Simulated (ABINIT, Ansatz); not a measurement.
# PNO (P3_2): changed settings of a GW run in ABINIT

Aim: change inputs of a GW run on PNO (P3_2) and see what moves.

Method: LDA and many-body steps on it, plane waves, in ABINIT 10.8.3.

## Step 1: The structure

Symmetry: P3_2, No. 145, trigonal system. Conventional cell: a = 4.784 Å, b = 4.784 Å, c = 5.281 Å, α = 90.00°, β = 90.00°, γ = 120.00°. Nearest to P lie 2 N at 1.57 Å and 2 O at 1.60 to 1.62 Å. Nearest to N lie 2 P at 1.57 Å. Nearest to O lie 2 P at 1.60 to 1.62 Å. Farther neighbours and most contacts between anions are not listed.

As a file:

```cif
data_structure
_symmetry_space_group_name_H-M 'P 1'
_symmetry_Int_Tables_number 1
_cell_length_a 4.7836
_cell_length_b 4.7836
_cell_length_c 5.2812
_cell_angle_alpha 90.000
_cell_angle_beta 90.000
_cell_angle_gamma 120.000
_cell_volume 104.66
loop_
_atom_site_label
_atom_site_type_symbol
_atom_site_fract_x
_atom_site_fract_y
_atom_site_fract_z
_atom_site_occupancy
P1 P 0.98591 0.46192 0.32818 1
P2 P 0.53808 0.52399 0.99484 1
P3 P 0.47601 0.01409 0.66151 1
N4 N 0.38833 0.26058 0.78215 1
N5 N 0.87225 0.61167 0.11549 1
N6 N 0.73942 0.12775 0.44882 1
O7 O 0.14648 0.72029 0.55634 1
O8 O 0.27971 0.42619 0.22300 1
O9 O 0.57381 0.85352 0.88967 1
```

The cell and positions are those that the Materials Project relaxed with its own functionals (PBE, PBE+U or r2SCAN), kept fixed.

## Step 2: Screening, 3×3×2 mesh, 93 bands, screening to 114.3 eV

This step: ABINIT 10.8.3; RPA screening on LDA, plane waves, norm-conserving pseudopotentials.

The RPA dielectric matrix is built and inverted for each q.

The input, run.abi:

```
acell 3*1.0 Angstrom
rprim 
  4.783611555019 -0.000000000004 0.000000000000
  -2.391805777506 4.142729128486 0.000000000000
  0.000000000000 0.000000000000 5.281207000000
ntypat 3
znucl 15 7 8
natom 9
typat 1 1 1 2 2 2 3 3 3
xred 
  0.985906000000 0.461916000000 0.328176000000
  0.538084000000 0.523990000000 0.994842666667
  0.476010000000 0.014094000000 0.661509333333
  0.388331000000 0.260582000000 0.782152000000
  0.872251000000 0.611669000000 0.115485333333
  0.739418000000 0.127749000000 0.448818666667
  0.146478000000 0.720287000000 0.556338000000
  0.279713000000 0.426191000000 0.223004666667
  0.573809000000 0.853522000000 0.889671333333
pp_dirpath "pseudos"
pseudos "P.upf, N.upf, O.upf"
ecut 36
ngkpt 3 3 2
nshiftk 1
shiftk 0 0 0
kptopt 1
chksymbreak 0
istwfk *1
occopt 1
irdwfk 1
optdriver 3
nband 93
ecuteps 4.2
inclvkb 2
awtr 1
symchi 1
indata_prefix "in"
outdata_prefix "out"
tmpdata_prefix "tmp"
```

Started as:

```bash
OMP_NUM_THREADS=1 mpirun -n 4 abinit run.abi > log
```

Log:

```text
.Version 10.8.3 of ABINIT. v10.8.2 released Aug 2026.

 Symmetries : space group P3_2 (#145); Bravais hP (primitive hexag.)
[... echo of the input left out ...]
== DATASET  1 ==================================================================
-   mpi_nproc: 4, omp_nthreads: 1 (-1 if OMP is not activated)

--- !DatasetInfo
iteration_state: {dtset: 1, }
dimensions: {natom: 9, nkpt: 6, mband: 93, nsppol: 1, nspinor: 1, nspden: 1, mpw: 7302, }
cutoff_energies: {ecut:  36.0, pawecutdg:  -1.0, }
electrons: {nelect:   4.80000000E+01, charge:   0.00000000E+00, occopt:   1.00000000E+00, tsmear:   1.00000000E-02, }

 SCREENING: Calculation of the susceptibility and dielectric matrices

 Based on a program developped by R.W. Godby, V. Olevano, G. Onida, and L. Reining.
 Incorporated in ABINIT by V. Olevano, G.-M. Rignanese, and M. Torrent.
.Using double precision arithmetic ; gwpc =  8

[... cell and pseudopotentials left out ...]
--------------------------------------------------------------------------------

 ==== K-mesh for the wavefunctions ====
 Number of points in the irreducible wedge :     6
[... list of points left out ...]
 Together with  3 symmetry operations and time-reversal symmetry
 yields    18 points in the full Brillouin Zone.

 ==== Q-mesh for the screening function ====
 Number of points in the irreducible wedge :     6
[... list of points left out ...]
 Together with  3 symmetry operations and time-reversal symmetry
 yields    18 points in the full Brillouin Zone.

 setmesh: FFT mesh size selected  =    36x   36x   45
          total number of points  =        58320

 vcoul_init : cutoff-mode = AUXILIARY_FUNCTION
 q-points for optical limit:   1
     1)      0.000010    0.000020    0.000030

- screening: taking advantage of time-reversal symmetry
- Maximum band index for partially occupied states nbvw = 24
- Remaining bands to be divided among processors   nbcw = 69
- Number of bands treated by each node ~17

 Number of electrons calculated from density =   48.0000; Expected =   48.0000
 average of density, n =  0.067962
 r_s =    1.5201
 omega_plasma =   25.1472 [eV]

 calculating chi0 at frequencies [eV] :
  1    0.000000E+00    0.000000E+00
  2    0.000000E+00    2.514723E+01

--------------------------------------------------------------------------------
  q-point number  1        q = ( 0.000000, 0.000000, 0.000000) [r.l.u.]
--------------------------------------------------------------------------------
[... chi0 elements left out ...]
 For q-point:  0.000010 0.000020 0.000030
  dielectric constant =   3.3076
  dielectric constant without local fields =   3.6526

  Average fulfillment of the sum rule on Im[epsilon] for q-point    1 :     46.20  [%]
[... wings left out ...]
  q-point number  2        q = ( 0.333333, 0.000000, 0.000000) [r.l.u.]
--------------------------------------------------------------------------------
[... chi0 elements left out ...]
  Average fulfillment of the sum rule on Im[epsilon] for q-point    2 :     55.98  [%]

 [... 4 further q-points ...]
```

The job ended after 51 s (4 MPI ranks of Intel Xeon Platinum 8559C (Emerald Rapids), shared host; peak memory 1.6 GiB; 3.4 min of CPU time).

Numbers from this step:

- ε∞ with local fields, on this mesh, along the program's q direction: 3.308
- the same without local fields: 3.653
- plasma frequency: 25.15 eV
- plane waves in the screening matrix: 303

Local fields lower ε∞ by 9 %. On a Γ-centred mesh this coarse the value itself is usually too large, while a short band sum pulls it down.

## Step 3: Base

The self-energy is evaluated for the states that the input lists, and the levels follow from it, in one-shot runs by the linearised quasiparticle equation.

This step: G0W0 on LDA, plane waves, norm-conserving pseudopotentials.

Edit run.abi of step 2 so:

```diff
@@ -30,8 +30,19 @@
 irdwfk 1
-optdriver 3
+optdriver 4
 nband 93
+gwcalctyp 0
+ecutsigx 36
+symsigma 1
+nkptgw 3
+kptgw 
+  0.3333333333 0.3333333333 0.0000000000
+  0.0000000000 0.0000000000 0.0000000000
+  0.3333333333 0.0000000000 0.0000000000
+bdgw 
+  23 26
+  23 27
+  23 26
 ecuteps 4.2
-inclvkb 2
-awtr 1
-symchi 1
+irdscr 1
+ppmodel 1
 indata_prefix "in"
```

Log:

```text
.Version 10.8.3 of ABINIT. v10.8.2 released Aug 2026.

 Symmetries : space group P3_2 (#145); Bravais hP (primitive hexag.)
[... echo of the input left out ...]
== DATASET  1 ==================================================================
-   mpi_nproc: 4, omp_nthreads: 1 (-1 if OMP is not activated)

--- !DatasetInfo
iteration_state: {dtset: 1, }
dimensions: {natom: 9, nkpt: 6, mband: 93, nsppol: 1, nspinor: 1, nspden: 1, mpw: 7302, }
cutoff_energies: {ecut:  36.0, pawecutdg:  -1.0, }
electrons: {nelect:   4.80000000E+01, charge:   0.00000000E+00, occopt:   1.00000000E+00, tsmear:   1.00000000E-02, }

 SIGMA: Calculation of the GW corrections

 Based on a program developped by R.W. Godby, V. Olevano, G. Onida, and L. Reining.
 Incorporated in ABINIT by V. Olevano, G.-M. Rignanese, and M. Torrent.
.Using double precision arithmetic ; gwpc =  8

[... cell and pseudopotentials left out ...]
--------------------------------------------------------------------------------

 ==== K-mesh for the wavefunctions ====
 Number of points in the irreducible wedge :     6
[... list of points left out ...]
 Together with  3 symmetry operations and time-reversal symmetry
 yields    18 points in the full Brillouin Zone.

 ==== Q-mesh for screening function ====
 Number of points in the irreducible wedge :     6
[... list of points left out ...]
 Together with  3 symmetry operations and time-reversal symmetry
 yields    18 points in the full Brillouin Zone.

 vcoul_init : cutoff-mode = AUXILIARY_FUNCTION
 q-points for optical limit:   1
     1)      0.000010    0.000020    0.000030
 setmesh: FFT mesh size selected  =    45x   45x   54
          total number of points  =       109350

 Number of electrons calculated from density =   48.0000; Expected =   48.0000
 average of density, n =  0.067962
 r_s =    1.5201
 omega_plasma =   25.1472 [eV]

 === KS Band Gaps ===
  >>>> For spin  1
   Minimum direct gap =   5.4221 [eV], located at k-point      :   0.3333  0.0000  0.0000
   Fundamental gap    =   5.2258 [eV], Top of valence bands at :   0.3333  0.3333  0.0000
                                       Bottom of conduction at :   0.0000  0.0000  0.0000
 SIGMA fundamental parameters:
 PLASMON POLE MODEL  1
 number of plane-waves for SigmaX                 7275
 number of plane-waves for SigmaC and W            303
 number of plane-waves for wavefunctions          7275
 number of bands                                    93
 number of independent spin polarizations            1
 number of spinorial components                      1
 number of k-points in IBZ                           6
 number of q-points in IBZ                           6
 number of symmetry operations                       3
 number of k-points in BZ                           18
 number of q-points in BZ                           18
 number of frequencies for dSigma/dE                 9
 frequency step for dSigma/dE [eV]                0.25
 number of omega for Sigma on real axis              0
 max omega for Sigma on real axis  [eV]           0.00
 zcut for avoiding poles [eV]                     0.10

 EPSILON^-1 parameters (SCR file):
 dimension of the eps^-1 matrix on file            303
 dimension of the eps^-1 matrix used               303
 number of plane-waves for wavefunctions          7275
 number of bands                                    93
 number of q-points in IBZ                           6
 number of frequencies                               2
 number of real frequencies                          1
 number of imag frequencies                          1

 matrix elements of self-energy operator (all in [eV])

 Perturbative Calculation

--- !SelfEnergy_ee
iteration_state: {dtset: 1, }
kpoint     : [   0.333,    0.333,    0.000, ]
spin       : 1
KS_gap     :    6.251
QP_gap     :    8.671
Delta_QP_KS:    2.420
data: !SigmaeeData |
     Band     E0 <VxcDFT>   SigX SigC(E0)      Z dSigC/dE  Sig(E)    E-E0       E
       23   2.668 -17.324 -21.628   3.764   0.808  -0.237 -17.760  -0.436   2.232
       24   2.713 -16.940 -21.057   3.598   0.808  -0.237 -17.359  -0.419   2.293
       25   8.964 -14.766  -8.774  -3.577   0.829  -0.207 -12.765   2.001  10.965
       26   9.203 -13.874  -7.996  -3.581   0.830  -0.205 -11.969   1.906  11.108

--- !SelfEnergy_ee
iteration_state: {dtset: 1, }
kpoint     : [   0.000,    0.000,    0.000, ]
spin       : 1
KS_gap     :    5.716
QP_gap     :    8.044
Delta_QP_KS:    2.328
data: !SigmaeeData |
     Band     E0 <VxcDFT>   SigX SigC(E0)      Z dSigC/dE  Sig(E)    E-E0       E
       23   2.223 -16.495 -20.751   3.623   0.809  -0.235 -17.007  -0.513   1.710
       24   2.223 -16.495 -20.751   3.623   0.809  -0.235 -17.007  -0.513   1.710
[...]
--- !SelfEnergy_ee
iteration_state: {dtset: 1, }
kpoint     : [   0.333,    0.000,    0.000, ]
spin       : 1
KS_gap     :    5.422
QP_gap     :    7.737
Delta_QP_KS:    2.315
data: !SigmaeeData |
     Band     E0 <VxcDFT>   SigX SigC(E0)      Z dSigC/dE  Sig(E)    E-E0       E
[...]
24   2.692 -17.080 -21.272   3.659   0.808  -0.237 -17.511  -0.432   2.260
       25   8.114 -14.339  -8.560  -3.514   0.832  -0.202 -12.455   1.883   9.997
       26   8.586 -13.264  -7.556  -3.530   0.836  -0.196 -11.443   1.821  10.407

== END DATASET(S) ==============================================================
================================================================================

 -outvars: echo values of variables after computation  --------
           etotal      0.0000000000E+00
            nband          93
             nkpt           6
          spgroup         145
 [... the other variables as echoed above ...]

 Calculation completed.
```

Elapsed: 17 s, on 4 MPI ranks; peak memory 1.1 GiB.

Numbers from this step:

* G0W0 gap on the points computed: 7.461 eV
* starting gap on the mesh: 5.226 eV
* k of the valence top: 0.3333, 0.3333, 0
* k of the conduction bottom: 0, 0, 0
* Z at the valence top: 0.808
* Z at the conduction bottom: 0.828
* least direct G0W0 gap on the computed points: 7.737 eV

The gap on the mesh goes from 5.23 eV to 7.46 eV, a correction of +2.24 eV.

(Continued in part 2 of 2.)

[Paths, hosts, dates, memory and timing lines, banners, echoed tables and standing remarks are left out of the program output.]

[Logs are printed without paths, hosts, clocks, repeated set-up lines and the standing remarks that a program may print on its own settings, such as how far it seeks lower states.]

[Runs of the session that timed out or met a known fault of the program may be left out.]

[No measured gap is set beside runs whose start may be inverted or whose files or cutoffs have a known fault.]

[Hosts, paths, dates, database ids (printed as entryN), source tags and the programs' standing remarks are cut or masked in the printed files.]

[G0W0 gaps are taken among the corrected bands and points alone; a level outside them can change the order at an edge.]

[Where Ansatz stands beside ABINIT at settings called matched, ABINIT's density can come from a denser mesh and the files from another edition; pairs whose starting gaps differed by over 0.03 eV were left out, so agreement reads better than it is.]
